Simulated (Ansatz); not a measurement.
# ZnSnN2 (Pna2_1): the G0W0 gap against the k mesh

How dense a mesh does GW need for ZnSnN2 (Pna2_1), and how does the time grow?

Calculated with Ansatz 0.2.0; G0W0 on PBE, plane waves, PAW; PAW set soft_1.

## 1. Starting point

The structure is orthorhombic, space group Pna2_1 (No. 33). The conventional cell has a = 5.854 Å, b = 6.737 Å, c = 5.481 Å, α = 90.00°, β = 90.00°, γ = 90.00°. Nearest to Zn lie 4 N at 2.05 to 2.07 Å. Nearest to Sn lie 4 N at 2.06 to 2.08 Å. Nearest to N lie 2 Zn at 2.05 to 2.07 Å and 2 Sn at 2.07 to 2.08 Å. Nearest to N lie 2 Zn at 2.05 Å and 2 Sn at 2.06 to 2.07 Å. Farther neighbours and most contacts between anions are not listed.

As a file:

```xyz
16
Lattice="5.8543 0.0000 0.0000 0.0000 6.7375 0.0000 0.0000 0.0000 5.4806" Properties=species:S:1:pos:R:3 pbc="T T T"
Zn    3.4134    5.8949    5.4741
Zn    2.4409    0.8426    2.7338
Zn    5.3680    2.5262    2.7338
Zn    0.4863    4.2113    5.4741
Sn    3.4447    2.5270    5.4766
Sn    2.4096    4.2105    2.7363
Sn    5.3368    5.8957    2.7363
Sn    0.5175    0.8418    5.4766
N     3.4095    2.5223    2.0736
N     2.4448    4.2152    4.8139
N     5.3719    5.8910    4.8139
N     0.4824    0.8464    2.0736
N     3.3938    5.9006    2.0473
N     2.4605    0.8369    4.7876
N     5.3876    2.5318    4.7876
N     0.4667    4.2056    2.0473
```

The cell and positions are those that the Materials Project relaxed with its own functionals (PBE, PBE+U or r2SCAN), kept fixed.

## 2. The 2×2×2 mesh

G0W0 replaces the xc potential by the self-energy, built once from these orbitals. Only a window of levels is corrected, while the sums run over the empty bands that the input names. This step takes PAW set soft_1 files.

Contents of input.yaml:

```yaml
crystal:
  lattice:
    - [5.8542731, 0.0, 0.0]
    - [0.0, 6.7374542, 0.0]
    - [0.0, 0.0, 5.48058331]
  atoms:
    - { symbol: Zn, position: [0.58306262, 0.87494525, 0.99881237] }
    - { symbol: Zn, position: [0.41693738, 0.12505475, 0.49881237] }
    - { symbol: Zn, position: [0.91693738, 0.37494525, 0.49881237] }
    - { symbol: Zn, position: [0.08306262, 0.62505475, 0.99881237] }
    - { symbol: Sn, position: [0.58840042, 0.37506264, 0.9992746] }
    - { symbol: Sn, position: [0.41159958, 0.62493736, 0.4992746] }
    - { symbol: Sn, position: [0.91159958, 0.87506264, 0.4992746] }
    - { symbol: Sn, position: [0.08840042, 0.12493736, 0.9992746] }
    - { symbol: "N", position: [0.58239595, 0.37436694, 0.37835473] }
    - { symbol: "N", position: [0.41760405, 0.62563306, 0.87835473] }
    - { symbol: "N", position: [0.91760405, 0.87436694, 0.87835473] }
    - { symbol: "N", position: [0.08239595, 0.12563306, 0.37835473] }
    - { symbol: "N", position: [0.57971582, 0.87578583, 0.37355931] }
    - { symbol: "N", position: [0.42028418, 0.12421417, 0.87355931] }
    - { symbol: "N", position: [0.92028418, 0.37578583, 0.87355931] }
    - { symbol: "N", position: [0.07971582, 0.62421417, 0.37355931] }
kpoints:
  mp_grid: { grid: [2, 2, 2] }
hamiltonian:
  xc: pbe
  pseudopotentials: { kind: paw, azcp: { folder: soft_1 } }
scf:
  occupations: { method: fixed }
gw:
  n_empty_bands: 490
  ecut_chi: 100
  qp_bands: [v4, c4]
  qp_kpoints: band_edges
  screening: { model: contour_deformation }
```

Launch:

```bash
$ ansatz run input.yaml --threads 2 --pin off --max-ram 92160MiB --backend cuda --events-out ev --progress --plain --runs-dir out --devices 1 --max-vram 13GiB
```

Numbers of over 12 decimals in the logs are rounded to 6 here.

Log:

```text
GPUs: using 1 of 1 available (devices: 1).
Engine: ansatz 0.2.0, x86_64-unknown-linux-gnu
Pseudopotentials: kind: paw
Pseudopotential: Zn, paw, valence charge 12, recommended cutoff 420 eV (normal), soft_1/Zn.paw.azcp
Pseudopotential: Sn, paw, valence charge 14, recommended cutoff 420 eV (normal), soft_1/Sn.paw.azcp
Pseudopotential: N, paw, valence charge 5, recommended cutoff 420 eV (normal), soft_1/N.paw.azcp
Functional definition: PBE
  parameter kappa = 0.804
  parameter beta = 0.066725
  exchange = pbe_x(kappa = kappa, mu = beta*pi^2/3)
  correlation = pbe_c(beta = beta)
device memory: the entry about to start is reckoned to put 3.0 GiB on a device that reports 48.9 GiB free (of which the cap on the GPU budget leaves the run 13.0 GiB)
GPU FFT provider: cuFFT
GPU libraries: cuBLAS 13.8.2, cuFFT 12.4.0, cuSOLVER 12.3.4
Crystal: 16 atoms, lattice volume = 216.170 Å³
Basis set: ecut = 420 eV, 4231 PW (Γ)
Bands: 88, of which v1, the nominal top of the filled ones, is band 72 counted from 1 (71 counted from 0)
Symmetry: 4 space group operations
Space group: Pna21 (ITA 33), of the structure as read, at distance tolerance 6.0e-5 Å
k-points: 8
Non-local potential: Zn, projectors of the file, l = 0: 2, l = 1: 2, l = 2: 3, l = 3: 1
Non-local potential: Sn, projectors of the file, l = 0: 2, l = 1: 2, l = 2: 2, l = 3: 1
Non-local potential: N, projectors of the file, l = 0: 2, l = 1: 2, l = 2: 1
PAW form: soft (Blöchl's): semilocal exchange-correlation on the pseudo side does not see the compensation charge
PAW one-centre angular grid: Zn, 590 points (default); XC on 64 Gauss nodes
PAW one-centre angular grid: Sn, 590 points (default); XC on 64 Gauss nodes
PAW one-centre angular grid: N, 110 points (default); XC on 64 Gauss nodes
Initial density: superposition of atomic densities (chi_scale 0.1, normalization cell, long waves kept (reshape's long-wave potential 0.01 eV rms))
Initial wavefunctions: pseudopotential atomic-orbital guess
GPU buffer pool allocated for 76800 grid points (all kernels)
GPU transforms: local potential and band sums: pruned to the plane-wave sphere, on 40×45×40
Functional: x = pbe(κ = 0.804, μ = 0.219515), c = pbe(β = 0.066725)
SCF iter   1: F=—  HF=-40449.230770 eV  |F-HF|=—  |Δ(HF+E_count)|=         —  Δρ=8.78e-2  dr2=1.99e1  ethr=3.10e-3  ⟨swp⟩=4.5  Hψ=2674  notcnv=0  defer=102
preconditioner: auto → Resta (q_TF=auto, 2.550 Å⁻¹)  ε∞=4.8  [insulator: Δε(μ)=1.084 eV  Ē_g=15.534 eV  n_scr=64 (ndim 8)  ℏωp=30.3 eV  f_vac=0.000  ε∞_Penn≈4.8]
SCF iter   2: F=—  HF=-40444.286905 eV  |F-HF|=—  |Δ(HF+E_count)|=    4.94e0  Δρ=3.27e-2  dr2=1.54e0  ethr=3.10e-3  ⟨swp⟩=3.0  Hψ=1357  notcnv=0  defer=108
SCF iter   3: F=—  HF=-40444.039868 eV  |F-HF|=—  |Δ(HF+E_count)|=   2.47e-1  Δρ=1.75e-2  dr2=5.24e-1  ethr=1.07e-3  ⟨swp⟩=3.0  Hψ=977  notcnv=0  defer=108
SCF iter   4: F=—  HF=-40444.041917 eV  |F-HF|=—  |Δ(HF+E_count)|=   2.05e-3  Δρ=1.08e-2  dr2=1.34e-1  ethr=3.64e-4  ⟨swp⟩=2.0  Hψ=978  notcnv=0  defer=108
SCF iter   5: F=—  HF=-40444.003824 eV  |F-HF|=—  |Δ(HF+E_count)|=   3.81e-2  Δρ=2.35e-3  dr2=9.07e-3  ethr=9.31e-5  ⟨swp⟩=2.0  Hψ=1170  notcnv=0  defer=110
SCF iter   6: F=—  HF=-40444.010771 eV  |F-HF|=—  |Δ(HF+E_count)|=   6.95e-3  Δρ=4.53e-4  dr2=3.75e-4  ethr=6.30e-6  ⟨swp⟩=2.1  Hψ=1060  notcnv=0  defer=110
SCF iter   7: F=—  HF=-40444.011244 eV  |F-HF|=—  |Δ(HF+E_count)|=   4.73e-4  Δρ=2.85e-4  dr2=1.44e-4  ethr=2.61e-7  ⟨swp⟩=2.0  Hψ=1191  notcnv=0  defer=107
SCF iter   8: F=—  HF=-40444.011373 eV  |F-HF|=—  |Δ(HF+E_count)|=   1.30e-4  Δρ=9.48e-5  dr2=1.75e-5  ethr=1.00e-7  ⟨swp⟩=2.0  Hψ=1040  notcnv=0  defer=96
SCF iter   9: F=—  HF=-40444.011379 eV  |F-HF|=—  |Δ(HF+E_count)|=   5.66e-6  Δρ=7.14e-5  dr2=1.20e-5  ethr=1.22e-8  ⟨swp⟩=2.0  Hψ=1042  notcnv=0  defer=78
SCF iter  10: F=—  HF=-40444.011378 eV  |F-HF|=—  |Δ(HF+E_count)|=   1.45e-6  Δρ=1.52e-5  dr2=3.18e-7  ethr=8.36e-9  ⟨swp⟩=2.0  Hψ=798  notcnv=0  defer=78
SCF iter  11: F=-40444.011378 eV  HF=-40444.011378 eV  |F-HF|=1.50e-8  |Δ(HF+E_count)|=   3.57e-7  Δρ=3.38e-6  dr2=1.88e-8  ethr=6.94e-11  ⟨swp⟩=12.2  Hψ=2995  notcnv=0
SCF 1 converged in 11 iterations: F = -40444.011378 eV  dr2 = 1.88e-8
[...]
device memory: the entry about to start is reckoned to put 3.7 GiB (of the 3.8 GiB reckoned in all, the device holds 0.1 GiB already) on a device that reports 45.8 GiB free (of which the cap on the GPU budget leaves the run 12.9 GiB)
NSCF: frozen V_eff on 8 k-points
[...]
device memory: the entry about to start is reckoned to put 3.9 GiB on a device that reports 46.0 GiB free (of which the cap on the GPU budget leaves the run 13.0 GiB)
NSCF: frozen V_eff on 8 k-points
G₀W₀ screening: q 1/8
[... further progress lines ...]
SCF converged after 11 iterations
Free energy (F): -40444.011378 eV
Harris-Foulkes:  -40444.011378 eV  (|F-HF|=1.50e-8)
Internal energy: -40444.011378 eV  (E = F + TS)
E sigma→0 (E₀):  -40444.011378 eV
Fermi energy:    9.822222 eV
--- Per-component energies (eV) ---
  E_band       = -0.301119
  E_kinetic    = 2284.990651
  E_local      = -12747.386280  (includes V_loc(G=0)·N_el)
  E_nonlocal   = 4152.567341
  E_hartree    = 5293.082478
  E_xc         = -1287.051217
  E_vxc        = -1121.395819  (∫ρ·V_xc dr)
  E_paw        = -26106.338726  (= ΣΔE_a)
  E_vpaw       = -3155.243435  (= ΣTr[D̂ρ^β])
  E_aug_tail   = 0.007052  (compensation charges beyond the density's cutoff)
  E_ewald      = -12033.882677
  E_smearing   = -0.000000  (= −TS)
  E_closure    = 0.000000  (closes the sum)
  Σ components = -40444.011378   (vs F -40444.011378, Δ=0.00e0)
--- Band table (eV; the first three rows and the last of 8) ---
  k-point 0: bands = [... 68 lower, 9.0420, 9.7442, 9.7837, 9.8222, 10.0184, 12.6149, 13.5027, 14.1126, ... 12 higher]
  k-point 1: bands = [... 68 lower, 9.3442, 9.3442, 9.3767, 9.3767, 12.3662, 12.3662, 13.2092, 13.2092, ... 12 higher]
  k-point 2: bands = [... 68 lower, 9.2434, 9.2434, 9.4091, 9.4091, 12.1356, 12.1356, 14.4273, 14.4273, ... 12 higher]
  k-point 7: bands = [... 68 lower, 8.4765, 8.4765, 8.6666, 8.6666, 13.4884, 13.4884, 13.5177, 13.5177, ... 12 higher]
--- G₀W₀: contour deformation, 8 samples at zero and on the imaginary axis and 1 off it, 8 q-points, 490 empty bands' worth ---
  eigenvalues of the whole cell's RPA ε∞ on this k-mesh (on a slab, of 1 + 4πα/V) = 547.6197, 739.6350, 1176.3965; static W/v taken at q = 0 is 0.001285
  bands read: the sum over 562 bands ends inside a degenerate multiplet in 1 slot, whose members it reads at an even weight; the widest, k=5: bands 561 to 564 (counted from 1) at 2/4 each
  gw.qp_kpoints: band_edges: 8 of 8 stored k-points solved, in 1 pass; an edge of the gap read off the rows below is read off those points alone
    ik  band        ε_KS         Σx   Σc(E_QP)       V_xc       Z   E_QP_lin       E_QP  E_QP is
     0    69      9.0420   -25.6174     4.2682   -20.9907  0.7092     8.6790     8.6835  root
     0    70      9.7442   -25.3072     3.7072   -21.4166  0.7140     9.5593     9.5608  root
     0    71      9.7837   -25.8560     3.8051   -21.8521  0.7141     9.5835     9.5850  root
     0    72      9.8222   -25.7375     3.7390   -21.8120  0.7145     9.6341     9.6357  root
     0    73     10.0184   -11.4887    -3.5309   -15.3160  0.7473    10.3169    10.3148  root
     0    74     12.6149   -10.6754    -4.4501   -15.5838  0.7490    13.0805    13.0733  root
     0    75     13.5027   -11.4241    -4.6264   -16.6426  0.7322    14.1080    14.0947  root
     0    76     14.1126    -9.5136    -4.4720   -14.2288  0.7535    14.3576    14.3558  root
     1    69      9.3442   -25.5123     3.9862   -21.2544  0.7124     9.0703     9.0725  root
     1    70      9.3442   -25.5123     3.9862   -21.2544  0.7124     9.0703     9.0725  root
     1    71      9.3767   -25.4727     3.9664   -21.2417  0.7127     9.1099     9.1120  root
     1    72      9.3767   -25.4727     3.9664   -21.2417  0.7127     9.1099     9.1120  root
     1    73     12.3662   -11.4301    -4.1340   -16.0313  0.7391    12.8408    12.8333  root
     1    74     12.3662   -11.4301    -4.1340   -16.0313  0.7391    12.8408    12.8333  root
[...]
7    72      8.6666   -24.8209     4.2804   -20.1361  0.7056     8.2563     8.2621  root
     7    73     13.4884   -11.2254    -4.4849   -16.2111  0.7346    13.9984    13.9891  root
     7    74     13.4884   -11.2254    -4.4849   -16.2111  0.7346    13.9984    13.9891  root
     7    75     13.5177   -11.0193    -4.4453   -15.9415  0.7348    14.0027    13.9946  root
     7    76     13.5177   -11.0193    -4.4453   -15.9415  0.7348    14.0027    13.9946  root
```

Run time: 19 s. Hardware: 1 × NVIDIA H100 80GB HBM3 (shared by 6 runs) with 2 threads of AMD EPYC 7R13 (Zen 3), shared host; peak memory 1.9 GiB; 22 s of CPU time.

Reading the cycles: dr2 is the Hartree energy of the density residual (eV), the measure of convergence; HF is the Harris–Foulkes estimate of the energy, which meets the free energy F at convergence.

This step gave:

| Item | Value |
| --- | --- |
| bands summed | 562 |
| RPA ε∞ on this mesh (eigenvalues) | 547.6, 739.6, 1176 |
| plane waves in the screening matrix | 495 |
| q-points in the mesh | 8 |
| G0W0 gap on the mesh | 0.6791 eV |
| k of the valence top | 0, 0, 0 |
| k of the conduction bottom | 0, 0, 0 |
| starting gap on the mesh | 0.1962 eV |
| Z at the valence top | 0.7145 |
| Z at the conduction bottom | 0.7473 |
| least direct G0W0 gap on the computed points | 0.6791 eV |

The gap on the mesh goes from 0.20 eV to 0.68 eV, a correction of +0.48 eV. Between the two edge states, bare exchange in place of the xc potential would open the gap by 7.75 eV, and correlation takes back 7.27 eV.

## 3. The 2×2×4 mesh

A second mesh at equal bands and cutoff isolates the sampling error.

Changes to input.yaml since step 2:

```diff
@@ -23,3 +23,3 @@
 kpoints:
-  mp_grid: { grid: [2, 2, 2] }
+  mp_grid: { grid: [2, 2, 4] }
 hamiltonian:
```

Log:

```text
GPUs: using 1 of 1 available (devices: 1).
[...]
GPU FFT provider: cuFFT
GPU libraries: cuBLAS 13.8.2, cuFFT 12.4.0, cuSOLVER 12.3.4
Crystal: 16 atoms, lattice volume = 216.170 Å³
Basis set: ecut = 420 eV, 4231 PW (Γ)
Bands: 88, of which v1, the nominal top of the filled ones, is band 72 counted from 1 (71 counted from 0)
[... 1 set-up line as in the run before ...]
[...]
k-points: 12 of 16 (time reversal used)
[...]
GPU buffer pool allocated for 76800 grid points (all kernels)
[...]
SCF iter   1: F=—  HF=-40449.256996 eV  |F-HF|=—  |Δ(HF+E_count)|=         —  Δρ=8.77e-2  dr2=1.98e1  ethr=3.10e-3  ⟨swp⟩=4.4  Hψ=4014  notcnv=0  defer=157
[...]
SCF iter  11: F=-40444.051426 eV  HF=-40444.051426 eV  |F-HF|=1.67e-8  |Δ(HF+E_count)|=   3.31e-7  Δρ=2.85e-6  dr2=1.48e-8  ethr=6.94e-11  ⟨swp⟩=12.0  Hψ=4559  notcnv=0
SCF 1 converged in 11 iterations: F = -40444.051426 eV  dr2 = 1.48e-8
[...]
0    69      9.0407   -25.6093     4.2239   -20.9918  0.7022     8.6385     8.6471  root
     0    70      9.7396   -24.8652     3.2712   -21.4093  0.7120     9.5528     9.5549  root
     0    71      9.7829   -25.8606     3.7646   -21.8532  0.7076     9.5375     9.5402  root
     0    72      9.8219   -25.7624     3.7160   -21.8126  0.7079     9.5856     9.5881  root
     0    73     10.0181   -11.8631    -3.1489   -15.3236  0.7459    10.3335    10.3296  root
     0    74     12.6153   -10.6897    -4.3973   -15.5846  0.7412    13.1268    13.1129  root
     0    75     13.5018   -11.4626    -4.5671   -16.6444  0.7230    14.1424    14.1165  root
     0    76     14.1119    -9.5250    -4.4124   -14.2301  0.7460    14.4088    14.4045  root
[...]
10    73     12.9408   -11.3739    -4.2256   -16.1267  0.7307    13.4836    13.4679  root
    10    74     13.0093   -11.3208    -4.2646   -16.1291  0.7298    13.5698    13.5529  root
    10    75     13.4039   -10.6539    -4.2688   -15.3893  0.7340    13.8822    13.8705  root
    10    76     13.4141   -10.8193    -4.2970   -15.5994  0.7346    13.9099    13.8972  root
[key lines of the parts left out:]
SCF converged after 11 iterations
Free energy (F): -40444.051426 eV
Fermi energy:    9.821875 eV
```

Elapsed: 35 s, on 1 × NVIDIA H100 80GB HBM3 (shared by 6 runs) with 2 threads; peak memory 2.2 GiB.

Numbers from this step:

```
bands summed                                 : 562
RPA ε∞ on this mesh (eigenvalues)            : 278.6, 393.1, 635.0
plane waves in the screening matrix          : 495
q-points in the mesh                         : 16
G0W0 gap on the mesh                         : 0.7415 eV
k of the valence top                         : 0, 0, 0
k of the conduction bottom                   : 0, 0, 0
starting gap on the mesh                     : 0.1962 eV
Z at the valence top                         : 0.7079
Z at the conduction bottom                   : 0.7459
least direct G0W0 gap on the computed points : 0.7415 eV
```

Against the run with 2×2×2 mesh, 490 empty bands, screening to 100 eV, PAW set soft_1 files, the gap moves by +0.06 eV.

## 4. The 4×4×4 mesh

Changes to input.yaml since step 3:

```diff
@@ -23,3 +23,3 @@
 kpoints:
-  mp_grid: { grid: [2, 2, 4] }
+  mp_grid: { grid: [4, 4, 4] }
 hamiltonian:
```

Log:

```text
GPUs: using 1 of 1 available (devices: 1).
[...]
GPU FFT provider: cuFFT
GPU libraries: cuBLAS 13.8.2, cuFFT 12.4.0, cuSOLVER 12.3.4
Crystal: 16 atoms, lattice volume = 216.170 Å³
Basis set: ecut = 420 eV, 4231 PW (Γ)
Bands: 88, of which v1, the nominal top of the filled ones, is band 72 counted from 1 (71 counted from 0)
[... 1 set-up line as in the run before ...]
[...]
k-points: 27 of 64 (time reversal used)
[...]
15    76     14.1340   -11.1066    -4.7358   -16.3967  0.6978    14.7650    14.6882  root ?
[...]
20    73     12.9803   -10.4722    -4.1512   -15.0130  0.7176    13.3970    13.3699  root
    20    74     12.9803   -10.4722    -4.1512   -15.0130  0.7176    13.3970    13.3699  root
    20    75     12.9803   -10.4722    -4.1512   -15.0130  0.7176    13.3970    13.3699  root
    20    76     12.9803   -10.4722    -4.1512   -15.0130  0.7176    13.3970    13.3699  root
[key lines of the parts left out:]
SCF converged after 11 iterations
Free energy (F): -40444.202674 eV
Fermi energy:    9.807710 eV
```

It took 2.1 min on 1 × NVIDIA H100 80GB HBM3 (shared by 6 runs) with 2 threads; peak memory 3.7 GiB.

Numbers from this step:

```
bands summed                                 : 562
RPA ε∞ on this mesh (eigenvalues)            : 75.16, 98.13, 154.5
plane waves in the screening matrix          : 495
G0W0 gap on the mesh                         : 0.7351 eV
k of the valence top                         : 0, 0, 0
k of the conduction bottom                   : 0, 0, 0
starting gap on the mesh                     : 0.2039 eV
least direct G0W0 gap on the computed points : 0.7351 eV
```

Against the run with 2×2×4 mesh, 490 empty bands, screening to 100 eV, PAW set soft_1 files, the gap moves by −0.006 eV.

## 5. The meshes together

Times are wall times on 1 × NVIDIA H100 80GB HBM3 (shared by 6 runs) with 2 threads of AMD EPYC 7R13 (Zen 3), shared host, good to a factor of about two.

| mesh | points | irreducible | start (eV) | G0W0 (eV) | shift (eV) | RPA ε∞ (mean) | time |
| --- | --- | --- | --- | --- | --- | --- | --- |
| 2×2×2 | 8 | 8 | 0.196 | 0.679 | +0.483 | 821.22 | 19 s |
| 2×2×4 | 16 | 12 | 0.196 | 0.742 | +0.545 | 435.57 | 35 s |
| 4×4×4 | 64 | 27 | 0.204 | 0.735 | +0.531 | 109.27 | 2.1 min |

## 6. Summary of results

| Quantity | Value |
| --- | --- |
| 2×2×2 | 0.679 eV (shift +0.483) |
| 2×2×4 | 0.742 eV (shift +0.545) |
| 4×4×4 | 0.735 eV (shift +0.531) |
| settings | PBE start, 490 empty bands, 100 eV |

What this shows: The shift is +0.48 eV on 2×2×2 and +0.53 eV on 4×4×4; the last step moves it by −0.014 eV. The RPA ε∞ (mean) ranges from 109.27 to 821.22 and ends at 109.27; the coarsest mesh overstates it. From 8 to 64 points the time grows 6.5-fold. Bands and cutoff are modest here, so the values stand off the basis limit. The 4×4×4 mesh is coarse for this cell (its supercell is 22 Å along the shortest edge). The RPA ε∞ on it, from the PBE start, is 75.16, 98.13 and 154.51; such meshes misread the long-range screening, most where the gap is narrow. On this mesh the RPA ε∞ passes 90, more than nearly any semiconductor shows; a coarse mesh does this where one point with a narrow direct gap carries much weight. The screening is then too strong, and the G0W0 gap should not be taken as the material's. A d shell, filled or nearly so, lies near the gap. One-shot GW converges very slowly in bands there, not always from below, and on a semilocal start the gap tends to come out low; starts rich in exact exchange can overshoot instead. The many-body steps are scalar-relativistic: spin-orbit coupling is not in them.

[Paths, hosts, dates, memory and timing lines, banners, echoed tables and standing remarks are left out of the program output.]

[Logs are printed without paths, hosts, clocks, repeated set-up lines and the standing remarks that a program may print on its own settings, such as how far it seeks lower states.]

[Runs of the session that timed out or met a known fault of the program may be left out.]

[Cells called generated may have been cut or substituted from an entry of the Crystallography Open Database or the Materials Project.]

[Hosts, paths, dates, database ids (printed as entryN), source tags and the programs' standing remarks are cut or masked in the printed files.]
